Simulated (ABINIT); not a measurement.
# CsPbI2Br (P4/mmm): G0W0 in ABINIT against the plane-wave cutoff, part 2 of 2

Wanted: the cheapest plane-wave cutoff that holds the gap of CsPbI2Br (P4/mmm).

ABINIT 10.8.3; PBE and many-body steps on it, plane waves. Known limits of the many-body steps: not at the basis limit; exchange with frozen shells missing; no spin-orbit coupling; coarse k mesh.

So far. Step 5 (Empty states on the mesh, 2×2×2 mesh, 107 bands): On this mesh the gap is 1.464 eV. Step 6 (Screening, 2×2×2 mesh, 99 bands, screening to 106.1 eV): Local fields lower ε∞ by 13 %. On a Γ-centred mesh this coarse the value itself is usually too large, while a short band sum pulls it down.

### 8. Screening, 2×2×2 mesh, 99 bands, screening to 106.1 eV

This step: RPA screening on PBE, plane waves, norm-conserving pseudopotentials.

Input file run.abi:

```
acell 3*1.0 Angstrom
rprim 
  6.375296000000 0.000000000000 0.000000000000
  0.000000000000 6.375296000000 0.000000000000
  0.000000000000 0.000000000000 5.962220000000
ntypat 4
znucl 55 82 53 35
natom 5
typat 1 2 3 3 4
xred 
  0.500000000000 0.500000000000 0.500000000000
  0.000000000000 0.000000000000 0.000000000000
  0.000000000000 0.500000000000 0.000000000000
  0.500000000000 0.000000000000 0.000000000000
  0.000000000000 0.000000000000 0.500000000000
pp_dirpath "pseudos"
pseudos "Cs.upf, Pb.upf, I.upf, Br.upf"
ecut 25
ngkpt 2 2 2
nshiftk 1
shiftk 0 0 0
kptopt 1
chksymbreak 0
istwfk *1
occopt 1
irdwfk 1
optdriver 3
nband 99
ecuteps 3.9
inclvkb 2
awtr 1
symchi 1
indata_prefix "in"
outdata_prefix "out"
tmpdata_prefix "tmp"
```

Command:

```sh
OMP_NUM_THREADS=1 mpirun -n 4 abinit run.abi > log
```

Numbers of over 12 decimals in the logs are rounded to 6 here.

Log:

```text
.Version 10.8.3 of ABINIT. v10.8.2 released Aug 2026.

 Symmetries : space group P4/m m m (#123); Bravais tP (primitive tetrag.)
[... echo of the input left out ...]
== DATASET  1 ==================================================================
-   mpi_nproc: 4, omp_nthreads: 1 (-1 if OMP is not activated)

--- !DatasetInfo
iteration_state: {dtset: 1, }
dimensions: {natom: 5, nkpt: 6, mband: 99, nsppol: 1, nspinor: 1, nspden: 1, mpw: 9785, }
cutoff_energies: {ecut:  25.0, pawecutdg:  -1.0, }
electrons: {nelect:   4.40000000E+01, charge:   0.00000000E+00, occopt:   1.00000000E+00, tsmear:   1.00000000E-02, }

 SCREENING: Calculation of the susceptibility and dielectric matrices

 Based on a program developped by R.W. Godby, V. Olevano, G. Onida, and L. Reining.
 Incorporated in ABINIT by V. Olevano, G.-M. Rignanese, and M. Torrent.
.Using double precision arithmetic ; gwpc =  8

[... cell and pseudopotentials left out ...]
--------------------------------------------------------------------------------

 ==== K-mesh for the wavefunctions ====
 Number of points in the irreducible wedge :     6
[... list of points left out ...]
 Together with 16 symmetry operations and time-reversal symmetry
 yields     8 points in the full Brillouin Zone.

 ==== Q-mesh for the screening function ====
 Number of points in the irreducible wedge :     6
[... list of points left out ...]
 Together with 16 symmetry operations and time-reversal symmetry
 yields     8 points in the full Brillouin Zone.

 setmesh: FFT mesh size selected  =    40x   40x   36
          total number of points  =        57600

 vcoul_init : cutoff-mode = AUXILIARY_FUNCTION
 q-points for optical limit:   1
     1)      0.000010    0.000020    0.000030

- screening: taking advantage of time-reversal symmetry
- Maximum band index for partially occupied states nbvw = 22
- Remaining bands to be divided among processors   nbcw = 77
- Number of bands treated by each node ~19

 Number of electrons calculated from density =   44.0000; Expected =   44.0000
 average of density, n =  0.026906
 r_s =    2.0702
 omega_plasma =   15.8227 [eV]

 calculating chi0 at frequencies [eV] :
  1    0.000000E+00    0.000000E+00
  2    0.000000E+00    1.582265E+01

--------------------------------------------------------------------------------
  q-point number  1        q = ( 0.000000, 0.000000, 0.000000) [r.l.u.]
--------------------------------------------------------------------------------
[... chi0 elements left out ...]
 For q-point:  0.000010 0.000020 0.000030
  dielectric constant =   9.9124
  dielectric constant without local fields =  11.4516

  Average fulfillment of the sum rule on Im[epsilon] for q-point    1 :     59.44  [%]
[... wings left out ...]
  q-point number  2        q = ( 0.500000, 0.000000, 0.000000) [r.l.u.]
--------------------------------------------------------------------------------
[... chi0 elements left out ...]
  Average fulfillment of the sum rule on Im[epsilon] for q-point    2 :     70.49  [%]

 [... 4 further q-points ...]
```

The job ended after 44 s (4 MPI ranks of Intel Xeon 6975P-C (Granite Rapids), shared host; peak memory 1.8 GiB).

Numbers from this step:

```yaml
eps_infinity_with_local_fields_on_this_mesh_along_the_program_s_q_direction: 9.912
the_same_without_local_fields: 11.45
plasma_frequency: 15.82 eV
plane_waves_in_the_screening_matrix: 603
```

### 9. 25 Ha

The self-energy is evaluated for the states that the input lists, and the levels follow from it, in one-shot runs by the linearised quasiparticle equation.

This step: G0W0 on PBE, plane waves, norm-conserving pseudopotentials.

run.abi: that of step 8 with these lines changed.

```diff
@@ -26,8 +26,17 @@
 irdwfk 1
-optdriver 3
+optdriver 4
 nband 99
+gwcalctyp 0
+ecutsigx 25
+symsigma 1
+nkptgw 2
+kptgw 
+  0.5000000000 0.5000000000 0.5000000000
+  0.0000000000 0.0000000000 0.0000000000
+bdgw 
+  21 24
+  21 24
 ecuteps 3.9
-inclvkb 2
-awtr 1
-symchi 1
+irdscr 1
+ppmodel 1
 indata_prefix "in"
```

Log:

```text
.Version 10.8.3 of ABINIT. v10.8.2 released Aug 2026.

 Symmetries : space group P4/m m m (#123); Bravais tP (primitive tetrag.)
[... echo of the input left out ...]
== DATASET  1 ==================================================================
-   mpi_nproc: 4, omp_nthreads: 1 (-1 if OMP is not activated)

--- !DatasetInfo
iteration_state: {dtset: 1, }
dimensions: {natom: 5, nkpt: 6, mband: 99, nsppol: 1, nspinor: 1, nspden: 1, mpw: 9785, }
cutoff_energies: {ecut:  25.0, pawecutdg:  -1.0, }
electrons: {nelect:   4.40000000E+01, charge:   0.00000000E+00, occopt:   1.00000000E+00, tsmear:   1.00000000E-02, }

 SIGMA: Calculation of the GW corrections

 Based on a program developped by R.W. Godby, V. Olevano, G. Onida, and L. Reining.
 Incorporated in ABINIT by V. Olevano, G.-M. Rignanese, and M. Torrent.
.Using double precision arithmetic ; gwpc =  8

[... cell and pseudopotentials left out ...]
--------------------------------------------------------------------------------

 ==== K-mesh for the wavefunctions ====
 Number of points in the irreducible wedge :     6
[... list of points left out ...]
 Together with 16 symmetry operations and time-reversal symmetry
 yields     8 points in the full Brillouin Zone.

 ==== Q-mesh for screening function ====
 Number of points in the irreducible wedge :     6
[... list of points left out ...]
 Together with 16 symmetry operations and time-reversal symmetry
 yields     8 points in the full Brillouin Zone.

 vcoul_init : cutoff-mode = AUXILIARY_FUNCTION
 q-points for optical limit:   1
     1)      0.000010    0.000020    0.000030
 setmesh: FFT mesh size selected  =    60x   60x   54
          total number of points  =       194400

 Number of electrons calculated from density =   44.0000; Expected =   44.0000
[...]
number of omega for Sigma on real axis              0
 max omega for Sigma on real axis  [eV]           0.00
 zcut for avoiding poles [eV]                     0.10

 EPSILON^-1 parameters (SCR file):
 dimension of the eps^-1 matrix on file            603
 dimension of the eps^-1 matrix used               603
 number of plane-waves for wavefunctions          9785
 number of bands                                    99
 number of q-points in IBZ                           6
 number of frequencies                               2
 number of real frequencies                          1
 number of imag frequencies                          1

 matrix elements of self-energy operator (all in [eV])

 Perturbative Calculation

--- !SelfEnergy_ee
iteration_state: {dtset: 1, }
kpoint     : [   0.500,    0.500,    0.500, ]
spin       : 1
KS_gap     :    1.464
QP_gap     :    2.033
Delta_QP_KS:    0.569
data: !SigmaeeData |
     Band     E0 <VxcDFT>   SigX SigC(E0)      Z dSigC/dE  Sig(E)    E-E0       E
       21   0.212 -11.201 -13.988   2.511   0.780  -0.281 -11.416  -0.214  -0.002
       22   1.060 -12.738 -14.702   1.972   0.791  -0.265 -12.732   0.006   1.066
       23   2.524  -9.505  -6.470  -2.318   0.802  -0.247  -8.930   0.575   3.099
[...]
--- !SelfEnergy_ee
iteration_state: {dtset: 1, }
kpoint     : [   0.000,    0.000,    0.000, ]
spin       : 1
KS_gap     :    4.416
QP_gap     :    5.058
Delta_QP_KS:    0.642
data: !SigmaeeData |
     Band     E0 <VxcDFT>   SigX SigC(E0)      Z dSigC/dE  Sig(E)    E-E0       E
[...]
23   4.213  -5.717  -2.343  -2.916   0.832  -0.203  -5.337   0.381   4.593
       24   5.103  -5.996  -2.567  -2.845   0.830  -0.205  -5.511   0.485   5.589

== END DATASET(S) ==============================================================
================================================================================

 -outvars: echo values of variables after computation  --------
           etotal      0.0000000000E+00
            nband          99
             nkpt           6
          spgroup         123
 [... the other variables as echoed above ...]

 Calculation completed.
```

Run time: 18 s. Hardware: 4 MPI ranks; peak memory 1.6 GiB.

This step gave:

| Quantity | Value |
| --- | --- |
| G0W0 gap on the points computed | 2.033 eV |
| starting gap on the mesh | 1.465 eV |
| k of the valence top | 0.5, 0.5, 0.5 |
| k of the conduction bottom | 0.5, 0.5, 0.5 |
| Z at the valence top | 0.791 |
| Z at the conduction bottom | 0.802 |
| least direct G0W0 gap on the computed points | 2.033 eV |

The gap on the mesh goes from 1.46 eV to 2.03 eV, a correction of +0.57 eV.

### 10. Screening, 2×2×2 mesh, 99 bands, screening to 106.1 eV

This step: RPA screening on PBE, plane waves, norm-conserving pseudopotentials.

run.abi: that of step 9 with these lines changed.

```diff
@@ -17,3 +17,3 @@
 pseudos "Cs.upf, Pb.upf, I.upf, Br.upf"
-ecut 25
+ecut 31
 ngkpt 2 2 2
@@ -26,17 +26,8 @@
 irdwfk 1
-optdriver 4
+optdriver 3
 nband 99
-gwcalctyp 0
-ecutsigx 25
-symsigma 1
-nkptgw 2
-kptgw 
-  0.5000000000 0.5000000000 0.5000000000
-  0.0000000000 0.0000000000 0.0000000000
-bdgw 
-  21 24
-  21 24
 ecuteps 3.9
-irdscr 1
-ppmodel 1
+inclvkb 2
+awtr 1
+symchi 1
 indata_prefix "in"
```

Log:

```text
.Version 10.8.3 of ABINIT. v10.8.2 released Aug 2026.

 Symmetries : space group P4/m m m (#123); Bravais tP (primitive tetrag.)
[... echo of the input left out ...]
== DATASET  1 ==================================================================
-   mpi_nproc: 4, omp_nthreads: 1 (-1 if OMP is not activated)

--- !DatasetInfo
iteration_state: {dtset: 1, }
dimensions: {natom: 5, nkpt: 6, mband: 99, nsppol: 1, nspinor: 1, nspden: 1, mpw: 13544, }
cutoff_energies: {ecut:  31.0, pawecutdg:  -1.0, }
[...]
--------------------------------------------------------------------------------
[... chi0 elements left out ...]
 For q-point:  0.000010 0.000020 0.000030
  dielectric constant =   9.9118
  dielectric constant without local fields =  11.4510

  Average fulfillment of the sum rule on Im[epsilon] for q-point    1 :     59.27  [%]
[... wings left out ...]
  q-point number  2        q = ( 0.500000, 0.000000, 0.000000) [r.l.u.]
--------------------------------------------------------------------------------
[... chi0 elements left out ...]
  Average fulfillment of the sum rule on Im[epsilon] for q-point    2 :     70.40  [%]

 [... 4 further q-points ...]
```

Elapsed: 57 s, on 4 MPI ranks; peak memory 2.3 GiB; 3.8 min of CPU time.

Numbers from this step:

```yaml
eps_infinity_with_local_fields_on_this_mesh_along_the_program_s_q_direction: 9.912
the_same_without_local_fields: 11.45
plasma_frequency: 15.82 eV
plane_waves_in_the_screening_matrix: 603
```

### 11. 31 Ha

This step: G0W0 on PBE, plane waves, norm-conserving pseudopotentials.

run.abi: that of step 10 with these lines changed.

```diff
@@ -26,8 +26,17 @@
 irdwfk 1
-optdriver 3
+optdriver 4
 nband 99
+gwcalctyp 0
+ecutsigx 31
+symsigma 1
+nkptgw 2
+kptgw 
+  0.5000000000 0.5000000000 0.5000000000
+  0.0000000000 0.0000000000 0.0000000000
+bdgw 
+  21 24
+  21 24
 ecuteps 3.9
-inclvkb 2
-awtr 1
-symchi 1
+irdscr 1
+ppmodel 1
 indata_prefix "in"
```

Log:

```text
.Version 10.8.3 of ABINIT. v10.8.2 released Aug 2026.

 Symmetries : space group P4/m m m (#123); Bravais tP (primitive tetrag.)
[... echo of the input left out ...]
== DATASET  1 ==================================================================
-   mpi_nproc: 4, omp_nthreads: 1 (-1 if OMP is not activated)

--- !DatasetInfo
iteration_state: {dtset: 1, }
dimensions: {natom: 5, nkpt: 6, mband: 99, nsppol: 1, nspinor: 1, nspden: 1, mpw: 13544, }
cutoff_energies: {ecut:  31.0, pawecutdg:  -1.0, }
[...]
Band     E0 <VxcDFT>   SigX SigC(E0)      Z dSigC/dE  Sig(E)    E-E0       E
[...]
23   4.212  -5.717  -2.343  -2.914   0.832  -0.202  -5.335   0.382   4.594
       24   5.103  -5.996  -2.567  -2.838   0.830  -0.205  -5.506   0.491   5.594

== END DATASET(S) ==============================================================
================================================================================

 -outvars: echo values of variables after computation  --------
           etotal      0.0000000000E+00
            nband          99
             nkpt           6
          spgroup         123
 [... the other variables as echoed above ...]

 Calculation completed.
```

The job ended after 20 s (4 MPI ranks; peak memory 1.9 GiB).

This step gave:

- G0W0 gap on the points computed: 2.033 eV
- starting gap on the mesh: 1.465 eV
- k of the valence top: 0.5, 0.5, 0.5
- k of the conduction bottom: 0.5, 0.5, 0.5
- least direct G0W0 gap on the computed points: 2.033 eV

Against the run before, the gap moves by +0.000 eV.

### 12. Screening, 2×2×2 mesh, 99 bands, screening to 106.1 eV

This step: RPA screening on PBE, plane waves, norm-conserving pseudopotentials.

run.abi: that of step 11 with these lines changed.

```diff
@@ -17,3 +17,3 @@
 pseudos "Cs.upf, Pb.upf, I.upf, Br.upf"
-ecut 31
+ecut 39
 ngkpt 2 2 2
@@ -26,17 +26,8 @@
 irdwfk 1
-optdriver 4
+optdriver 3
 nband 99
-gwcalctyp 0
-ecutsigx 31
-symsigma 1
-nkptgw 2
-kptgw 
-  0.5000000000 0.5000000000 0.5000000000
-  0.0000000000 0.0000000000 0.0000000000
-bdgw 
-  21 24
-  21 24
 ecuteps 3.9
-irdscr 1
-ppmodel 1
+inclvkb 2
+awtr 1
+symchi 1
 indata_prefix "in"
```

Log:

```text
.Version 10.8.3 of ABINIT. v10.8.2 released Aug 2026.

 Symmetries : space group P4/m m m (#123); Bravais tP (primitive tetrag.)
[... echo of the input left out ...]
== DATASET  1 ==================================================================
-   mpi_nproc: 4, omp_nthreads: 1 (-1 if OMP is not activated)

--- !DatasetInfo
iteration_state: {dtset: 1, }
dimensions: {natom: 5, nkpt: 6, mband: 99, nsppol: 1, nspinor: 1, nspden: 1, mpw: 19080, }
cutoff_energies: {ecut:  39.0, pawecutdg:  -1.0, }
[...]
--------------------------------------------------------------------------------
[... chi0 elements left out ...]
 For q-point:  0.000010 0.000020 0.000030
  dielectric constant =   9.9123
  dielectric constant without local fields =  11.4515

  Average fulfillment of the sum rule on Im[epsilon] for q-point    1 :     59.24  [%]
[... wings left out ...]
  q-point number  2        q = ( 0.500000, 0.000000, 0.000000) [r.l.u.]
--------------------------------------------------------------------------------
[... chi0 elements left out ...]
  Average fulfillment of the sum rule on Im[epsilon] for q-point    2 :     70.38  [%]

 [... 4 further q-points ...]
```

The job ended after 72 s (4 MPI ranks; peak memory 2.8 GiB; 4.8 min of CPU time).

Numbers from this step:

| Property | Result |
| --- | --- |
| ε∞ with local fields, on this mesh, along the program's q direction | 9.912 |
| the same without local fields | 11.45 |
| plasma frequency | 15.82 eV |
| plane waves in the screening matrix | 603 |

### 13. 39 Ha

This step: G0W0 on PBE, plane waves, norm-conserving pseudopotentials.

run.abi: that of step 12 with these lines changed.

```diff
@@ -26,8 +26,17 @@
 irdwfk 1
-optdriver 3
+optdriver 4
 nband 99
+gwcalctyp 0
+ecutsigx 39
+symsigma 1
+nkptgw 2
+kptgw 
+  0.5000000000 0.5000000000 0.5000000000
+  0.0000000000 0.0000000000 0.0000000000
+bdgw 
+  21 24
+  21 24
 ecuteps 3.9
-inclvkb 2
-awtr 1
-symchi 1
+irdscr 1
+ppmodel 1
 indata_prefix "in"
```

Log:

```text
.Version 10.8.3 of ABINIT. v10.8.2 released Aug 2026.

 Symmetries : space group P4/m m m (#123); Bravais tP (primitive tetrag.)
[... echo of the input left out ...]
== DATASET  1 ==================================================================
-   mpi_nproc: 4, omp_nthreads: 1 (-1 if OMP is not activated)

--- !DatasetInfo
iteration_state: {dtset: 1, }
dimensions: {natom: 5, nkpt: 6, mband: 99, nsppol: 1, nspinor: 1, nspden: 1, mpw: 19080, }
cutoff_energies: {ecut:  39.0, pawecutdg:  -1.0, }
[...]
Band     E0 <VxcDFT>   SigX SigC(E0)      Z dSigC/dE  Sig(E)    E-E0       E
[...]
23   4.212  -5.717  -2.343  -2.914   0.832  -0.202  -5.335   0.382   4.595
       24   5.103  -5.996  -2.567  -2.837   0.830  -0.205  -5.505   0.492   5.595

== END DATASET(S) ==============================================================
================================================================================

 -outvars: echo values of variables after computation  --------
           etotal      0.0000000000E+00
            nband          99
             nkpt           6
          spgroup         123
 [... the other variables as echoed above ...]

 Calculation completed.
```

Wall time 20 s (4 MPI ranks); peak memory 2.2 GiB.

This step gave:

* G0W0 gap on the points computed: 2.033 eV
* starting gap on the mesh: 1.464 eV
* k of the valence top: 0.5, 0.5, 0.5
* k of the conduction bottom: 0.5, 0.5, 0.5
* least direct G0W0 gap on the computed points: 2.033 eV

Against the run before, the gap moves by +0.000 eV.

### 14. Side by side

Times are wall times on 4 MPI ranks of Intel Xeon 6975P-C (Granite Rapids), shared host, good to a factor of about two. A run's time includes the screening step that it read.

```
  run   mesh  bands  screening cutoff (eV)  DFT gap (eV)  gap on the mesh (eV)  direct (eV)  ε∞ used  time
19 Ha  2×2×2     99                  106.1         1.466                 2.033        2.033     9.91  49 s
25 Ha  2×2×2     99                  106.1         1.465                 2.033        2.033     9.91  61 s
31 Ha  2×2×2     99                  106.1         1.465                 2.033        2.033     9.91  76 s
39 Ha  2×2×2     99                  106.1         1.464                 2.033        2.033     9.91  92 s
```

### 15. Results

| Property | Result |
| --- | --- |
| 19 Ha | 2.033 eV |
| 25 Ha | 2.033 eV |
| 31 Ha | 2.033 eV |
| 39 Ha | 2.033 eV |
| known limits | not at the basis limit; exchange with frozen shells missing; no spin-orbit coupling; coarse k mesh |

What this shows: The setting moved: plane-wave cutoff. From 19 Ha to 39 Ha the gap moves by +0.00 eV. It holds to 0.03 eV from 19 Ha on. Bands and screening cutoff are coupled, so a series along one setting does not show full convergence. Bands and cutoff are finite, so the gap is not at the basis limit. The miss can reach some tenths of an eV and take either sign; the mesh is an error of its own. In the G0W0 runs levels were corrected at 2 k points alone, so a gap called «on the mesh» is the least over those, and an edge elsewhere would be missed. The 2×2×2 mesh is coarse for this cell, which bears on the long-range parts of exchange and screening. Where an edge is built on 6p states of lead, bismuth or thallium, scalar-relativistic gaps usually stand too wide, by a few tenths to over one eV. The norm-conserving file of at least one element keeps a d shell over frozen s and p shells of the same row. Exchange with those shells is missing from the self-energy, an error of 0.3 to 0.9 eV in cases checked, whose sign depends on which edge lies on those atoms. The many-body steps are scalar-relativistic: spin-orbit coupling is not in them.

[Paths, hosts, dates, memory and timing lines, banners, echoed tables and standing remarks are left out of the program output.]

[Logs are printed without paths, hosts, clocks, repeated set-up lines and the standing remarks that a program may print on its own settings, such as how far it seeks lower states.]

[Runs of the session that timed out or met a known fault of the program may be left out.]

[Hosts, paths, dates, database ids (printed as entryN), source tags and the programs' standing remarks are cut or masked in the printed files.]

[G0W0 gaps are taken among the corrected bands and points alone; a level outside them can change the order at an edge.]

[Where Ansatz stands beside ABINIT at settings called matched, ABINIT's density can come from a denser mesh and the files from another edition; pairs whose starting gaps differed by over 0.03 eV were left out, so agreement reads better than it is.]
